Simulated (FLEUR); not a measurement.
# Magnetic state of MnS from several starts, part 3 of 3

Wanted: the moments of MnS and the energy of each order that was tried.

FLEUR MaX-R8.1; PBE with U = 4 eV on Mn d; all-electron FLAPW, Dirac cores, scalar-relativistic bands.

So far, largest spin moment in the muffin-tin sphere (μB): step 2 (run 1 (ferro +)) 4.76; step 3 (run 2 (antiferro q=(0,1/2,1/2) +-)) 4.73; step 4 (start 3: antiferro q=(0,0,1/2) +-) 4.64.

The database entry behind the starting cell differs from later determinations by our own check (an axis about 0.2 % short against later determinations), so it need not match the best structure at ambient conditions.

## (5) Order 4, typed as no spin polarisation

A spinless run shows what the cell costs with no moments; under a U that can hold a penalty on part-filled orbitals beside the lost exchange.

The k list default-1 (kpts.xml, not shown) is a Γ-centred 8×8×8 mesh.

File inp.xml:

```
<?xml version="1.0" encoding="UTF-8" standalone="no"?>
<fleurInput fleurInputVersion="0.39">
   <comment>
      MnS
   </comment>
   <calculationSetup>
      <cutoffs Kmax="3.97" Gmax="11.9" GmaxXC="11.9" numbands="0"/>
      <scfLoop itmax="120" minDistance="0.0001" maxIterBroyd="15" imix="Anderson" alpha="0.05" precondParam="0.0" spinf="2.0" sdNocoIR="T"/>
      <coreElectrons ctail="T" frcor="F" kcrel="0" coretail_lmax="0"/>
      <xcFunctional name="pbe" relativisticCorrections="F"/>
      <magnetism jspins="1"/>
      <soc l_soc="F" theta="0.0" phi="0.0" spav="F"/>
      <expertModes spex="0" secvar="F"/>
      <geometryOptimization l_f="F" forcealpha="1.0" forcemix="BFGS" epsdisp="0.00001" epsforce="0.00001"/>
      <ldaU l_linMix="F" mixParam="0.05" spinf="1.0"/>
   </calculationSetup>
   <cell>
      <bzIntegration valenceElectrons="21.0" mode="hist" fermiSmearingEnergy="0.00183747">
         <kPointListSelection listName="default-1"/>
         <xi:include xmlns:xi="http://www.w3.org/2001/XInclude" href="kpts.xml"> </xi:include>
      </bzIntegration>
      <xi:include xmlns:xi="http://www.w3.org/2001/XInclude" href="sym.xml"> </xi:include>
      <bulkLattice scale="1.0">
         <bravaisMatrix>
            <row-1>    0.0000000000000000     4.9217916915206992     4.9217916915206992</row-1>
            <row-2>    4.9217916915206992     0.0000000000000000     4.9217916915206992</row-2>
            <row-3>    4.9217916915206992     4.9217916915206992     0.0000000000000000</row-3>
         </bravaisMatrix>
      </bulkLattice>
   </cell>
   <atomSpecies>
      <species name="Manganese (Mn)" element="Mn" atomicNumber="25">
         <mtSphere radius="2.8" gridPoints="925" logIncrement="0.013"/>
         <atomicCutoffs lmax="10" lnonsphr="8"/>
         <electronConfig flipSpins="F">
            <coreConfig>(1s1/2) (2s1/2) (2p1/2) (2p3/2)</coreConfig>
            <valenceConfig>(3s1/2) (3p1/2) (3p3/2) (4s1/2) (3d3/2) (3d5/2)</valenceConfig>
            <stateOccupation state="(3d3/2)" spinUp="1.000000" spinDown="1.000000"/>
            <stateOccupation state="(3d5/2)" spinUp="1.500000" spinDown="1.500000"/>
         </electronConfig>
         <energyParameters s="4" p="4" d="3" f="4"/>
         <ldaU l="2" U="4.0" J="0.0" l_amf="F"/>
         <lo type="SCLO" l="0" n="3" eDeriv="0"/>
         <lo type="SCLO" l="1" n="3" eDeriv="0"/>
      </species>
      <species name="Sulfur (S)" element="S" atomicNumber="16">
         <mtSphere radius="1.89" gridPoints="625" logIncrement="0.018"/>
         <atomicCutoffs lmax="8" lnonsphr="6"/>
         <electronConfig flipSpins="F">
            <coreConfig>(1s1/2) (2s1/2) (2p1/2) (2p3/2)</coreConfig>
            <valenceConfig>(3s1/2) (3p1/2) (3p3/2)</valenceConfig>
            <stateOccupation state="(3p1/2)" spinUp="0.666667" spinDown="0.666667"/>
            <stateOccupation state="(3p3/2)" spinUp="1.333333" spinDown="1.333333"/>
         </electronConfig>
         <energyParameters s="3" p="3" d="3" f="4"/>
      </species>
   </atomSpecies>
   <atomGroups>
      <atomGroup species="Manganese (Mn)">
         <relPos label="                   1">.0000000000 .0000000000 .0000000000</relPos>
         <force calculate="T" relaxXYZ="TTT"/>
      </atomGroup>
      <atomGroup species="Sulfur (S)">
         <relPos label="                   2">1.000/2.000 1.000/2.000 1.000/2.000</relPos>
         <force calculate="T" relaxXYZ="TTT"/>
      </atomGroup>
   </atomGroups>
   <output dos="F" band="F" slice="F">
      <bandDOS minEnergy="-.5*Htr" maxEnergy="0.5*Htr" sigma="0.015" storeEVData="T"/>
      <plotting iplot="0" polar="F">
         <plot TwoD="T" vec1="  1.0  0.0  0.0" vec2="  0.0  1.0  0.0" vec3="  0.0  0.0  1.0" zero="  0.0  0.0  0.0" file="plot"/>
      </plotting>
      <moessbauerParams electricFieldGradient="F" isomerShift="F" coreHyperfine="F" valenceHyperfine="F"/>
   </output>
</fleurInput>
```

File crystal.txt:

```
MnS
&input film=F cartesian=F /
0.00000000000  2.60450000000  2.60450000000
2.60450000000  0.00000000000  2.60450000000
2.60450000000  2.60450000000  0.00000000000
1.8897261246
1.0 1.0 1.0

2
25 0.00000000000  0.00000000000  0.00000000000
16 0.50000000000  0.50000000000  0.50000000000

&kpt div1=8 div2=8 div3=8 gamma=T /
```

The run is started by

```console
> OMP_NUM_THREADS=1 inpgen -f crystal.txt > inpgen.log  # inp.xml is then edited as shown
> OMP_NUM_THREADS=1 mpirun -n 4 fleur_MPI > fleur.log
```

Output:

```text
[banner, memory and clock lines left out]
Welcome to FLEUR        (www.flapw.de)
      MaX-Release 8.1          (www.max-centre.eu)

 ========== k-point set info ==========
 Selected k-point list: default-1
 k-point list type: mesh
 0 x 0 x 0
 Number of k points: 32

 [... set-up left out ...]
 no density matrix found ... skipping LDA+U
 Reset of history
 Iteration:     1   Distance:      15.76260057 me/bohr^3
 Iteration:     2   Distance:      27.64316057 me/bohr^3
 Iteration:     3   Distance:      26.51803051 me/bohr^3
 Iteration:     4   Distance:      23.57145021 me/bohr^3
[...]
<sumOfEigenvalues value="     -896.5445061096">
               <coreElectrons value="-883.3665642096"/>
               <valenceElectrons value="-13.1779419000"/>
            </sumOfEigenvalues>
         [... left out ...]
            <freeEnergy value="-1557.6794298422"/>
            <extrapolationTo0K value="-1557.6781232956"/>
         </totalEnergy>
         [... left out ...]
         <ldaUDensityMatrixConvergence>
            <distance spin="1" distance="0.000001"/>
         </ldaUDensityMatrixConvergence>
         <densityConvergence units="me/bohr^3">
            <chargeDensity spin="1" distance="0.0000563213"/>
         </densityConvergence>
      </iteration>
```

Wall time 9.5 s (4 MPI ranks of Intel Xeon Platinum 8559C (Emerald Rapids), shared host); peak memory 0.24 GiB; 37 s of CPU time.

Read from the output:

```
free energy                                                       : -42386.6166 eV
program's band gap on this mesh (in a metal only a level spacing) : 0.01614 eV
final state                                                       : non-magnetic (no spin polarisation)
```

It lies 4802 meV a seeded atom over the first start.

## (6) The states side by side

Free energies are divided by the number of seeded atoms, so that cells of unlike size compare. Wavevectors q in the names are fractions of the primitive cell's reciprocal vectors.

Orders:

| start | final state | typed order kept | energy over the lowest (meV a seeded atom) | largest sphere moment (μB) | net moment (μB a primitive cell) | mesh matched | CPU time (s) |
| --- | --- | --- | --- | --- | --- | --- | --- |
| ferro + | ferromagnetic | yes | 48.24 | 4.763 | 5 | yes | 44.7 |
| antiferro q=(0,1/2,1/2) +- | antiferromagnetic | yes | 31.3 | 4.726 | 0 | yes | 291.3 |
| antiferro q=(0,0,1/2) +- | antiferromagnetic | yes | 0 | 4.636 | 0 | yes | 273.7 |
| no spin polarisation | non-magnetic | - | 4850 | 0 | 0 | yes | 37.05 |

## (7) Outcome

* lowest state found: antiferromagnetic (typed antiferro q=(0,0,1/2) +-)
* largest site spin moment: 4.64 μB
* next finished state: antiferromagnetic, 31.3 meV a seeded atom higher
* spinless run over the lowest (under a U no clean measure of the moments): 4850 meV a seeded atom

The lowest state found is antiferromagnetic, reached from the start antiferro q=(0,0,1/2) +-, with moments up to 4.64 μB. The next finished state costs 31 meV a seeded atom. Under a U a spinless run can be left with part-filled orbitals, which the U penalises, or fall into a low-spin state, so its energy is no clean measure of what the moments gain. This is the lowest of 4 finished starts, no proof of the ground state.

[Logs and program files are shortened in this print: banners, set-up blocks, solver, clock and traceback lines can be left out without a mark of their own.]

[Logs are printed without paths, hosts, clocks, repeated set-up lines and the standing remarks that a program may print on its own settings, such as how far it seeks lower states.]

[Hosts, paths, dates, database ids (printed as entryN), source tags and the programs' standing remarks are cut or masked in the printed files.]

[Where a cell is said to come from a database of computed structures, the database is the Materials Project.]
